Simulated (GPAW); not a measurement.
**BaTiO3 (Pm-3m): refractive index against wavelength**

The refractive index of BaTiO3 (Pm-3m) below the direct gap (1.92 eV on the mesh) is read from one computed spectrum, n = √(Re ε).

The structure is cubic, space group Pm-3m (No. 221). The conventional cell has a = 4.006 Å, b = 4.006 Å, c = 4.006 Å, α = 90.00°, β = 90.00°, γ = 90.00°. Around Ba on site b lie 12 O at 2.83 Å. Ti on site a is surrounded by 6 O at 2.00 Å. O on site d has 2 Ti at 2.00 Å as nearest neighbours.

Method: GPAW 26.7.0, PBE, RPA, k-mesh 8×8×8, local fields up to 60 eV, Lorentzian half width 0.15 eV.

Launch of the response step: `OMP_NUM_THREADS=1 python df.py`. The run took 55 s, its band step included, on 1 thread of Arm Neoverse V2, with other jobs on the host.

| wavelength (nm) | photon energy E (eV) | n |
| --- | --- | --- |
| 3000 | 0.413 | 2.4648 |
| 2000 | 0.620 | 2.4754 |
| 1550 | 0.800 | 2.4886 |
| 1310 | 0.946 | ? |
| 1064 | 1.165 | 2.5295 |

In the single-oscillator model n² − 1 = E₀E_d/(E₀² − E²), so 1/(n² − 1) = E₀/E_d − E²/(E₀E_d) is linear in E².

Working, on the rows shown:

| x = E² (eV²) | y = 1/(n² − 1) |
| --- | --- |
| 0.170801 | 0.197035 |
| 0.384302 | 0.195023 |
| 0.639837 | 0.192562 |
| 1.35784 | 0.185241 |

Means: x̄ = 0.6382, ȳ = 0.19247. Σ(x − x̄)(y − ȳ) = -0.007984, Σ(x − x̄)² = 0.8008. Slope = -0.007984 / 0.8008 = -0.00997; intercept = ȳ − slope · x̄ = 0.19883. Turned back into n, the line misses the rows shown by at most 0.00061.

Problem. What does the fit predict for the withheld row, and how well does it do?

Solution. At x = 0.89576 the line gives y = 0.1899, that is 2.5032. The run gave 2.5025, so the interpolation is off by 0.0007, 1.1 % of the range in the table.

Refitted with all rows, the slope is -0.009939 and the intercept 0.19883. These give E₀ = √(intercept/−slope) = 4.47 eV and E_d = E₀/intercept = 22.5 eV; E₀ is 2.3 times the direct gap. The electronic limit at long wavelengths, without lattice vibrations, is n = √(1 + 1/intercept) = 2.455. Excitons are left out; PBE gaps are as a rule too small. The values come from a sum over the points of one k-mesh and carry its error, which grows as the direct gap shrinks. This version of GPAW has incomplete matrix elements in the optical limit, which can lower ε − 1 by up to a tenth where first-row anions or d states rule. Spin-orbit coupling is left out.
